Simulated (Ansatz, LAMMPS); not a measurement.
## A frame of amorphous polyethylene with methane (capped chains of 9 units) from 500 K (134 atoms) under strain

How stiff is a frame of amorphous polyethylene with methane (capped chains of 9 units) from 500 K (134 atoms), and how do its levels respond to strain?

Method: Kohn-Sham DFT, PBE+D4, PAW (set soft_2), plane waves, in Ansatz 0.2.0.

## 1. The starting structure

The cell holds 134 atoms: 42 C and 92 H. Its edges and angles: a = 11.080 Å, b = 11.080 Å, c = 11.080 Å, α = 90.0°, β = 90.0°, γ = 90.0°. 2 polyethylene chains of 9 units with methyl end groups, 2 methane placed at random, at 0.729 g/cm³; overlaps pushed apart, then 20 ps at 800 K with MMFF94 bonds, angles, torsions, charges and radii (Halgren, J. Comput. Chem. 17, 490 (1996)) in harmonic and 12-6 forms. Snapshot after 30 ps at 500 K and fixed volume.

Limits known from the start: The network of contacts between molecules at the start is that of the classical potential that made the cell, and needn't be the one that DFT or experiment would give. The Brillouin zone is sampled at Γ only.

## 2. Single point at the start

The forces at the start show how far the geometry lies from a minimum of this functional.

input.yaml reads:

```yaml
crystal:
  lattice:
    - [11.08018, 0.0, 0.0]
    - [0.0, 11.08018, 0.0]
    - [0.0, 0.0, 11.08018]
  atoms:
    - { symbol: C, position: [0.26483, 0.32045, 0.54824] }
    - { symbol: C, position: [0.212, 0.41114, 0.62794] }
    - { symbol: C, position: [0.31646, 0.4459, 0.71336] }
    - { symbol: C, position: [0.305, 0.57969, 0.74618] }
    - { symbol: C, position: [0.35908, 0.60229, 0.8735] }
    - { symbol: C, position: [0.33652, 0.73061, 0.91105] }
    - { symbol: C, position: [0.41978, 0.77403, 0.00871] }
    - { symbol: C, position: [0.36397, 0.86484, 0.09343] }
    - { symbol: C, position: [0.44059, 0.86775, 0.20531] }
    - { symbol: C, position: [0.38278, 0.94297, 0.30487] }
    - { symbol: C, position: [0.47004, 0.94116, 0.41552] }
    - { symbol: C, position: [0.47032, 0.05523, 0.49092] }
    - { symbol: C, position: [0.55106, 0.06913, 0.60003] }
    - { symbol: C, position: [0.54602, 0.97143, 0.69052] }
    - { symbol: C, position: [0.58043, 0.02007, 0.81184] }
    - { symbol: C, position: [0.48482, 0.09931, 0.8803] }
    - { symbol: C, position: [0.53755, 0.14539, 0.99485] }
    - { symbol: C, position: [0.46257, 0.24532, 0.06081] }
    - { symbol: C, position: [0.52078, 0.26105, 0.18509] }
    - { symbol: C, position: [0.44336, 0.33828, 0.26028] }
    - { symbol: H, position: [0.30074, 0.24473, 0.59472] }
    - { symbol: H, position: [0.3386, 0.36877, 0.49131] }
    - { symbol: H, position: [0.19254, 0.29011, 0.48532] }
    - { symbol: H, position: [0.13797, 0.36886, 0.68059] }
    - { symbol: H, position: [0.18632, 0.48187, 0.57197] }
    - { symbol: H, position: [0.31787, 0.39968, 0.79912] }
    - { symbol: H, position: [0.40509, 0.43632, 0.6808] }
    - { symbol: H, position: [0.21262, 0.61445, 0.74473] }
    - { symbol: H, position: [0.35303, 0.63077, 0.67085] }
    - { symbol: H, position: [0.44919, 0.59187, 0.87921] }
    - { symbol: H, position: [0.32429, 0.52997, 0.93756] }
    - { symbol: H, position: [0.34592, 0.78315, 0.83204] }
    [... 96 atom lines left out ...]
    - { symbol: H, position: [0.57359, 0.70035, 0.42408] }
    - { symbol: C, position: [0.68912, 0.53838, 0.15179] }
    - { symbol: H, position: [0.74451, 0.57408, 0.08036] }
    - { symbol: H, position: [0.59414, 0.53836, 0.12659] }
    - { symbol: H, position: [0.72479, 0.44686, 0.13954] }
    - { symbol: H, position: [0.70547, 0.57121, 0.23965] }
kpoints:
  mp_grid: { grid: [1, 1, 1] }
hamiltonian:
  xc: pbe
  dispersion: d4
scf:
  occupations: { method: fermi_dirac, width: 0.025 }
output:
  forces: true
```

Command:

```console
ansatz run input.yaml --threads 4 --pin off --max-ram 8192MiB --backend cpu --events-out ev --progress --plain --runs-dir out
```

Numbers of over 12 decimals in the logs are rounded to 6 here.

The log of the run:

```text
Engine: ansatz 0.2.0, x86_64-unknown-linux-gnu
Pseudopotentials: kind: paw
Pseudopotential: C, paw, valence charge 4, recommended cutoff 420 eV (normal), C.paw.azcp
Pseudopotential: H, paw, valence charge 1, recommended cutoff 420 eV (normal), H.paw.azcp
[... 5 lines on functional and potentials left out ...]
Crystal: 134 atoms, lattice volume = 1360.318 Å³
Basis set: ecut = 420 eV, 26745 PW (Γ), exchange–correlation on 150×150×150 points (8 copies of the dense FFT grid, shifted against one another)
Bands: 264, of which v1, the nominal top of the filled ones, is band 130 counted from 1 (129 counted from 0)
Symmetry: 1 space group operations
Space group: P1 (ITA 1), of the structure as read, at distance tolerance 1.1e-4 Å
k-points: 1
[... 5 lines on functional and potentials left out ...]
Initial density: superposition of atomic densities (neutral atoms: chi_scale 0, normalization atom), corrected by the library's trained network
Initial wavefunctions: pseudopotential atomic-orbital guess
Functional: x = pbe(κ = 0.804, μ = 0.219515), c = pbe(β = 0.066725)
SCF iter   1: F=—  HF=-12020.439719 eV  |F-HF|=—  |Δ(HF+E_count)|=         —  Δρ=3.34e-3  dr2=2.03e-1  ethr=1.77e-3  ⟨swp⟩=6.0  Hψ=1251  notcnv=0  defer=62
preconditioner: auto → Resta (q_TF=auto, 2.071 Å⁻¹)  ε∞=2.1  [insulator: Δε(μ)=5.508 eV  Ē_g=15.356 eV  σ=0.025 eV  W_gap=1.00  n_scr=202 (ndim 8)  ℏωp=16.2 eV  f_vac=0.265  D(μ)=0.00/eV (n_scr^D=0)  ε∞_Penn≈2.1]
SCF iter   2: F=—  HF=-12020.459706 eV  |F-HF|=—  |Δ(HF+E_count)|=   2.00e-2  Δρ=1.75e-3  dr2=5.55e-2  ethr=7.82e-5  ⟨swp⟩=3.0  Hψ=439  notcnv=0  defer=128
SCF iter   3: F=—  HF=-12020.486401 eV  |F-HF|=—  |Δ(HF+E_count)|=   2.67e-2  Δρ=4.76e-4  dr2=5.30e-3  ethr=2.14e-5  ⟨swp⟩=3.0  Hψ=231  notcnv=0  defer=15
automatic band count: iteration 3 solves 151 bands in place of 264: the levels show a gap, and the empty bands left out lie too high to hold charge; the band table lists the bands solved (type scf.n_extra_bands for more)
SCF iter   4: F=—  HF=-12020.487430 eV  |F-HF|=—  |Δ(HF+E_count)|=   1.03e-3  Δρ=1.66e-4  dr2=4.67e-4  ethr=2.04e-6  ⟨swp⟩=2.0  Hψ=268  notcnv=0  defer=15
SCF iter   5: F=—  HF=-12020.487378 eV  |F-HF|=—  |Δ(HF+E_count)|=   5.14e-5  Δρ=5.09e-5  dr2=4.89e-5  ethr=1.80e-7  ⟨swp⟩=2.0  Hψ=270  notcnv=0  defer=15
SCF iter   6: F=—  HF=-12020.486308 eV  |F-HF|=—  |Δ(HF+E_count)|=   1.07e-3  Δρ=1.71e-5  dr2=3.80e-6  ethr=1.88e-8  ⟨swp⟩=2.0  Hψ=279  notcnv=0  defer=15
SCF iter   7: F=—  HF=-12020.486307 eV  |F-HF|=—  |Δ(HF+E_count)|=   1.50e-6  Δρ=5.18e-6  dr2=4.20e-7  ethr=1.46e-9  ⟨swp⟩=2.0  Hψ=264  notcnv=0  defer=15
SCF iter   8: F=-12020.486307 eV  HF=-12020.486307 eV  |F-HF|=5.03e-8  |Δ(HF+E_count)|=   1.80e-7  Δρ=1.64e-6  dr2=5.20e-8  ethr=3.85e-11  ⟨swp⟩=4.0  Hψ=521  notcnv=0
SCF 1 converged in 8 iterations: F = -12020.486307 eV  dr2 = 5.20e-8
  greatest PAW one-centre occupation: 0.677 electrons in one spin orbital (limit 2), on the C atom at site 62 (counted from 0), in its partial waves of l = 0
SCF converged after 8 iterations
Free energy (F): -12020.486307 eV
Harris-Foulkes:  -12020.486307 eV  (|F-HF|=5.03e-8)
Internal energy: -12020.486307 eV  (E = F + TS)
E sigma→0 (E₀):  -12020.486307 eV
Fermi energy:    0.375041 eV
--- Per-component energies (eV) ---
  E_band       = -1969.558210
  E_kinetic    = 5191.576193
  E_local      = -16741.311615  (includes V_loc(G=0)·N_el)
  E_nonlocal   = 1302.525019
  E_hartree    = 6122.776212
  E_xc         = -2879.489410
  E_vxc        = -3608.631592  (∫ρ·V_xc dr)
  E_paw        = -4231.522841  (= ΣΔE_a)
  E_vpaw       = -359.148183  (= ΣTr[D̂ρ^β])
  E_aug_tail   = -0.129700  (compensation charges beyond the density's cutoff)
  E_ewald      = -779.797319
  E_disp       = -5.112846  (pairwise vdW)
  E_smearing   = -0.000000  (= −TS)
  E_closure    = -0.000000  (closes the sum)
  Σ components = -12020.486307   (vs F -12020.486307, Δ=0.00e0)
--- Forces (eV/Å), atoms counted from 1 ---
  atom   1  C      0.09972021     0.26464152    -3.41794680
  atom   2  C      1.68356843    -1.88197038     2.55206822
  atom   3  C     -2.32030722     2.05652453     0.87321709
  atom   4  C      1.40779113     0.20219526     0.09824824
  atom   5  C     -3.76361809    -0.13323571    -0.50796971
  atom   6  C     -1.33789966    -0.27115161     1.45300968
  atom   7  C      0.02144344     2.15585526    -1.42657010
  atom   8  C      0.10361258    -1.93638785     0.29955576
  atom   9  C     -0.09455960     1.29166632    -0.43224196
  atom  10  C      0.71920706     0.69147373     1.32621582
  atom  11  C      0.20775546    -0.49489254    -0.03158955
  atom  12  C      0.96164734     1.17587644    -1.95903037
  atom  13  C     -0.20855237    -0.21530425    -1.86968340
  atom  14  C      0.40442428    -1.91692597     0.75577935
[...]
atom 133  H     -0.42403115    -0.49407746     0.75769686
  atom 134  H      0.29413199     0.60602068     1.03263475
  max |Σ_I F_I| component: 1.11e-4 eV/Å
```

The job ended after 8.8 s (4 threads of Intel Xeon Platinum 8375C at 2.90GHz (Ice Lake), shared host; peak memory 1.4 GiB; 28 s of CPU time).

The r.m.s. force at the start is 1.2 eV/Å.

## 3. Cell and atoms relaxed

The cell is relaxed with the atoms, since the starting lattice needn't suit this functional.

input.yaml reads:

```yaml
crystal:
  lattice:
    - [11.08018, 0.0, 0.0]
    - [0.0, 11.08018, 0.0]
    - [0.0, 0.0, 11.08018]
  atoms:
    [... the 134 atom lines of step 2 ...]
kpoints:
  mp_grid: { grid: [1, 1, 1] }
hamiltonian:
  xc: pbe
  dispersion: d4
scf:
  occupations: { method: fermi_dirac, width: 0.025 }
output:
  forces: true
relax:
  f_tol: 0.05
  max_steps: 150
  cell: {}
```

The log of the run:

```text
[...]
Crystal: 134 atoms, lattice volume = 1360.318 Å³
Basis set: ecut = 420 eV, 26745 PW (Γ), exchange–correlation on 150×150×150 points (8 copies of the dense FFT grid, shifted against one another)
Bands: 264, of which v1, the nominal top of the filled ones, is band 130 counted from 1 (129 counted from 0)
Symmetry: 1 space group operations
[...]
k-points: 1
[...]
SCF iter   1: F=—  HF=-12020.439719 eV  |F-HF|=—  |Δ(HF+E_count)|=         —  Δρ=3.34e-3  dr2=2.03e-1  ethr=1.77e-3  ⟨swp⟩=6.0  Hψ=1251  notcnv=0  defer=62
[...]
SCF iter   8: F=-12020.486307 eV  HF=-12020.486307 eV  |F-HF|=5.08e-8  |Δ(HF+E_count)|=   1.75e-7  Δρ=1.60e-6  dr2=5.20e-8  ethr=3.85e-11  ⟨swp⟩=4.0  Hψ=616  notcnv=0
SCF 1 converged in 8 iterations: F = -12020.486307 eV  dr2 = 5.20e-8
[...]
relax step   1: F+E_penalty+E_count = -12020.48630664 eV  Δ(F+E_penalty+E_count) = +0.000e0 eV  max|allowed force component| = 6.025e0 eV/Å  Δτ_max = 0.0000 Å  P = +4.037 GPa  Ω = 1360.318 Å³  (8 SCF iters, dr2 threshold 1.00e-7 eV, accepted)
[... from here on, the SCF cycles and remarks between the steps are left out ...]
relax step   2: F+E_penalty+E_count = -12027.70619851 eV  Δ(F+E_penalty+E_count) = -7.220e0 eV  max|allowed force component| = 1.530e0 eV/Å  Δτ_max = 0.1913 Å  P = +0.510 GPa  Ω = 1396.701 Å³  energy of the carried Pulay correction = -7.092e-2 eV  (7 SCF iters, dr2 threshold 1.34e-5 eV, accepted)
relax step   3: F+E_penalty+E_count = -12028.83095110 eV  Δ(F+E_penalty+E_count) = -1.125e0 eV  max|allowed force component| = 4.767e-1 eV/Å  Δτ_max = 0.1925 Å  P = -0.482 GPa  Ω = 1400.172 Å³  energy of the carried Pulay correction = -7.759e-2 eV  (6 SCF iters, dr2 threshold 1.34e-5 eV, accepted)
relax step   4: F+E_penalty+E_count = -12029.16839238 eV  Δ(F+E_penalty+E_count) = -3.374e-1 eV  max|allowed force component| = 2.393e-1 eV/Å  Δτ_max = 0.2000 Å  P = -0.197 GPa  Ω = 1359.313 Å³  energy of the carried Pulay correction = +1.987e-3 eV  (6 SCF iters, dr2 threshold 1.34e-5 eV, accepted)
relax step   5: F+E_penalty+E_count = -12029.33991265 eV  Δ(F+E_penalty+E_count) = -1.715e-1 eV  max|allowed force component| = 3.621e-1 eV/Å  Δτ_max = 0.1924 Å  P = -0.295 GPa  Ω = 1350.462 Å³  energy of the carried Pulay correction = +1.954e-2 eV  (7 SCF iters, dr2 threshold 3.58e-6 eV, accepted)
relax step   6: F+E_penalty+E_count = -12029.45463151 eV  Δ(F+E_penalty+E_count) = -1.147e-1 eV  max|allowed force component| = 1.874e-1 eV/Å  Δτ_max = 0.1946 Å  P = -0.255 GPa  Ω = 1352.587 Å³  energy of the carried Pulay correction = +1.532e-2 eV  (6 SCF iters, dr2 threshold 8.19e-6 eV, accepted)
relax step   7: F+E_penalty+E_count = -12029.53550094 eV  Δ(F+E_penalty+E_count) = -8.087e-2 eV  max|allowed force component| = 1.571e-1 eV/Å  Δτ_max = 0.1740 Å  P = -0.218 GPa  Ω = 1349.838 Å³  energy of the carried Pulay correction = +2.078e-2 eV  (7 SCF iters, dr2 threshold 2.20e-6 eV, accepted)
relax step   8: F+E_penalty+E_count = -12029.59367185 eV  Δ(F+E_penalty+E_count) = -5.817e-2 eV  max|allowed force component| = 1.982e-1 eV/Å  Δτ_max = 0.1876 Å  P = -0.209 GPa  Ω = 1338.658 Å³  energy of the carried Pulay correction = +4.313e-2 eV  (7 SCF iters, dr2 threshold 1.54e-6 eV, accepted)
relax step   9: F+E_penalty+E_count = -12029.52107493 eV  Δ(F+E_penalty+E_count) = +7.260e-2 eV  max|allowed force component| = 5.945e-1 eV/Å  Δτ_max = 0.1524 Å  P = +0.751 GPa  Ω = 1341.356 Å³  energy of the carried Pulay correction = +3.772e-2 eV  (7 SCF iters, dr2 threshold 2.45e-6 eV, rejected (line search))
relax step  10: F+E_penalty+E_count = -12029.62193031 eV  Δ(F+E_penalty+E_count) = -2.826e-2 eV  max|allowed force component| = 8.474e-2 eV/Å  Δτ_max = 0.0727 Å  P = +0.011 GPa  Ω = 1336.965 Å³  energy of the carried Pulay correction = +4.653e-2 eV  (9 SCF iters, accepted)
relax step  11: F+E_penalty+E_count = -12029.64574313 eV  Δ(F+E_penalty+E_count) = -2.381e-2 eV  max|allowed force component| = 1.332e-1 eV/Å  Δτ_max = 0.0975 Å  P = -0.036 GPa  Ω = 1332.002 Å³  energy of the carried Pulay correction = +5.652e-2 eV  (7 SCF iters, dr2 threshold 4.49e-7 eV, accepted)
relax step  12: F+E_penalty+E_count = -12029.67070456 eV  Δ(F+E_penalty+E_count) = -2.496e-2 eV  max|allowed force component| = 1.717e-1 eV/Å  Δτ_max = 0.1465 Å  P = -0.104 GPa  Ω = 1325.174 Å³  energy of the carried Pulay correction = +7.033e-2 eV  (7 SCF iters, dr2 threshold 1.11e-6 eV, accepted)
relax step  13: F+E_penalty+E_count = -12029.68118818 eV  Δ(F+E_penalty+E_count) = -1.048e-2 eV  max|allowed force component| = 5.481e-2 eV/Å  Δτ_max = 0.0526 Å  P = +0.006 GPa  Ω = 1324.367 Å³  energy of the carried Pulay correction = +7.196e-2 eV  (6 SCF iters, dr2 threshold 1.84e-6 eV, accepted)
relax step  14: F+E_penalty+E_count = -12029.69750331 eV  Δ(F+E_penalty+E_count) = -1.632e-2 eV  max|allowed force component| = 8.128e-2 eV/Å  Δτ_max = 0.1375 Å  P = -0.094 GPa  Ω = 1320.772 Å³  energy of the carried Pulay correction = +7.927e-2 eV  (8 SCF iters, dr2 threshold 1.88e-7 eV, accepted)
[...]
relax step  62: F+E_penalty+E_count = -12029.96694492 eV  Δ(F+E_penalty+E_count) = -5.441e-3 eV  max|allowed force component| = 1.570e-1 eV/Å  Δτ_max = 0.0942 Å  P = +0.054 GPa  Ω = 1219.149 Å³  energy of the carried Pulay correction = +3.536e-2 eV  (10 SCF iters, accepted)
[...]
relax step  68: F+E_penalty+E_count = -12029.96911074 eV  Δ(F+E_penalty+E_count) = +2.930e-2 eV  max|allowed force component| = 4.191e-2 eV/Å  Δτ_max = 0.0000 Å  P = -0.013 GPa  Ω = 1211.206 Å³  stress off target by 9.43e-2 GPa  SCF on the basis re-selected at this cell (its energy is not comparable with the rows above)  (6 SCF iters)
[...]
relax step  74: F+E_penalty+E_count = -12030.03772970 eV  Δ(F+E_penalty+E_count) = -9.861e-3 eV  max|allowed force component| = 2.334e-2 eV/Å  Δτ_max = 0.0615 Å  P = +0.029 GPa  Ω = 1194.456 Å³  energy of the carried Pulay correction = +3.649e-2 eV  (8 SCF iters, dr2 threshold 1.14e-8 eV, accepted)
relax step  75: F+E_penalty+E_count = -12030.04275806 eV  Δ(F+E_penalty+E_count) = -5.028e-3 eV  max|allowed force component| = 9.194e-2 eV/Å  Δτ_max = 0.1046 Å  P = -0.029 GPa  Ω = 1193.001 Å³  energy of the carried Pulay correction = +3.979e-2 eV  (8 SCF iters, dr2 threshold 8.76e-9 eV, accepted)
relax step  76: F+E_penalty+E_count = -12030.04149864 eV  Δ(F+E_penalty+E_count) = +1.259e-3 eV  max|allowed force component| = 3.550e-2 eV/Å  Δτ_max = 0.0479 Å  P = -0.010 GPa  Ω = 1194.301 Å³  energy of the carried Pulay correction = +3.695e-2 eV  (6 SCF iters, dr2 threshold 5.28e-7 eV, accepted)
relax step  77: F+E_penalty+E_count = -12030.01880293 eV  Δ(F+E_penalty+E_count) = +2.270e-2 eV  max|allowed force component| = 3.581e-2 eV/Å  Δτ_max = 0.0000 Å  P = -0.025 GPa  Ω = 1194.301 Å³  stress off target by 1.26e-1 GPa  SCF on the basis re-selected at this cell (its energy is not comparable with the rows above)  (6 SCF iters)
relax step  78: F+E_penalty+E_count = -12030.03536531 eV  Δ(F+E_penalty+E_count) = -1.656e-2 eV  max|allowed force component| = 1.489e-1 eV/Å  Δτ_max = 0.1943 Å  P = -0.141 GPa  Ω = 1190.732 Å³  energy of the carried Pulay correction = +8.196e-3 eV  (8 SCF iters, dr2 threshold 3.99e-8 eV, accepted)
relax step  79: F+E_penalty+E_count = -12030.04541555 eV  Δ(F+E_penalty+E_count) = -1.005e-2 eV  max|allowed force component| = 8.432e-2 eV/Å  Δτ_max = 0.0733 Å  P = +0.114 GPa  Ω = 1187.303 Å³  energy of the carried Pulay correction = +1.592e-2 eV  (7 SCF iters, dr2 threshold 1.38e-6 eV, accepted)
relax step  80: F+E_penalty+E_count = -12030.04544278 eV  Δ(F+E_penalty+E_count) = -2.723e-5 eV  max|allowed force component| = 1.949e-2 eV/Å  Δτ_max = 0.0604 Å  P = -0.019 GPa  Ω = 1189.537 Å³  energy of the carried Pulay correction = +1.096e-2 eV  (7 SCF iters, dr2 threshold 4.44e-7 eV, accepted)
relax step  81: F+E_penalty+E_count = -12030.04584234 eV  Δ(F+E_penalty+E_count) = -3.996e-4 eV  max|allowed force component| = 2.040e-2 eV/Å  Δτ_max = 0.0000 Å  P = -0.023 GPa  Ω = 1189.537 Å³  stress off target by 7.74e-2 GPa  SCF on the basis re-selected at this cell (its energy is not comparable with the rows above)  (5 SCF iters)
relax step  82: F+E_penalty+E_count = -12030.05829691 eV  Δ(F+E_penalty+E_count) = -1.245e-2 eV  max|allowed force component| = 7.670e-2 eV/Å  Δτ_max = 0.1211 Å  P = -0.093 GPa  Ω = 1186.873 Å³  energy of the carried Pulay correction = +6.818e-3 eV  (8 SCF iters, dr2 threshold 1.50e-8 eV, accepted)
relax step  83: F+E_penalty+E_count = -12030.06182374 eV  Δ(F+E_penalty+E_count) = -3.527e-3 eV  max|allowed force component| = 3.405e-2 eV/Å  Δτ_max = 0.0526 Å  P = -0.003 GPa  Ω = 1186.742 Å³  energy of the carried Pulay correction = +7.477e-3 eV  (6 SCF iters, dr2 threshold 3.68e-7 eV, accepted)
relax step  84: F+E_penalty+E_count = -12030.06447929 eV  Δ(F+E_penalty+E_count) = -2.656e-3 eV  max|allowed force component| = 3.400e-2 eV/Å  Δτ_max = 0.0000 Å  P = -0.006 GPa  Ω = 1186.742 Å³  stress off target by 3.56e-2 GPa  SCF on the basis re-selected at this cell (its energy is not comparable with the rows above)  (5 SCF iters)
[...]
SCF converged after 5 iterations
Free energy (F): -12030.064479 eV
[...]
Internal energy: -12030.064479 eV  (E = F + TS)
E sigma→0 (E₀):  -12030.064479 eV
Fermi energy:    0.781677 eV
[...]
--- Forces (eV/Å), atoms counted from 1 ---
  atom   1  C     -0.00140435    -0.00213050    -0.00051445
  atom   2  C      0.00151094    -0.00239621     0.00288875
  atom   3  C     -0.00096178     0.00283066    -0.00120630
  atom   4  C     -0.00381879    -0.00172782    -0.00144707
  atom   5  C     -0.00096527     0.00017141     0.00095701
  atom   6  C     -0.00142769     0.00038701    -0.00059863
  atom   7  C      0.00224868     0.00027263    -0.00135623
  atom   8  C     -0.00124723     0.00120825    -0.00134305
  atom   9  C      0.00085879    -0.00114609     0.00168804
  atom  10  C     -0.00178638     0.00389273    -0.00309095
  atom  11  C      0.00262929    -0.00492240     0.00567645
  atom  12  C     -0.00113275     0.00385595    -0.00100251
  atom  13  C     -0.00546404    -0.00452568    -0.00246815
  atom  14  C      0.00299380     0.00552179     0.00277206
[...]
atom 133  H      0.00828445    -0.00463633     0.00209315
  atom 134  H     -0.00167233     0.00255600     0.03400445
  max |Σ_I F_I| component: 1.20e-5 eV/Å
--- Stress (GPa, compression-positive) ---
       -0.022773      -0.003976      -0.012338
       -0.003976       0.026499      -0.007513
       -0.012338      -0.007513      -0.021676
  P = ⅓ Tr σ = -0.0060 GPa (-0.060 kbar)
--- Relaxed structure (75 steps of the walk, 70 accepted, 9 SCFs on fresh bases) ---
  F+E_penalty+E_count = -12030.06447929 eV   max|allowed force component| = 3.400e-2 eV/Å   (the final SCF, on the basis selected at the relaxed cell)
  cell:  # Å, volume = 1186.7417 Å³
    - [8.723423, 1.012280, -0.698249]
    - [1.012280, 12.213589, -0.130958]
    - [-0.698249, -0.130958, 11.302744]
  atoms:
    - { symbol: C, position: [0.283275, 0.352302, 0.422445] }
    - { symbol: C, position: [0.252846, 0.455193, 0.500665] }
    - { symbol: C, position: [0.358183, 0.447151, 0.620935] }
    - { symbol: C, position: [0.317341, 0.551491, 0.695807] }
[...]
- { symbol: H, position: [0.767963, 0.489173, 0.337438] }
```

Wall time 12 min (4 threads); peak memory 1.4 GiB; 45 min of CPU time.

The relaxation converged after 75 steps, with a largest force component of 0.034 eV/Å.

(Continued in part 2 of 3.)

[Logs are printed without paths, hosts, clocks, repeated set-up lines and the standing remarks that a program may print on its own settings, such as how far it seeks lower states.]

[Hosts, paths, dates, database ids (printed as entryN), source tags and the programs' standing remarks are cut or masked in the printed files.]

[The MMFF94 radii named for the starting cell were scaled by 0.96; in molecules described by MMFF94, hydrogen bound to N, O or S took a small fixed 12-6 site in their place.]
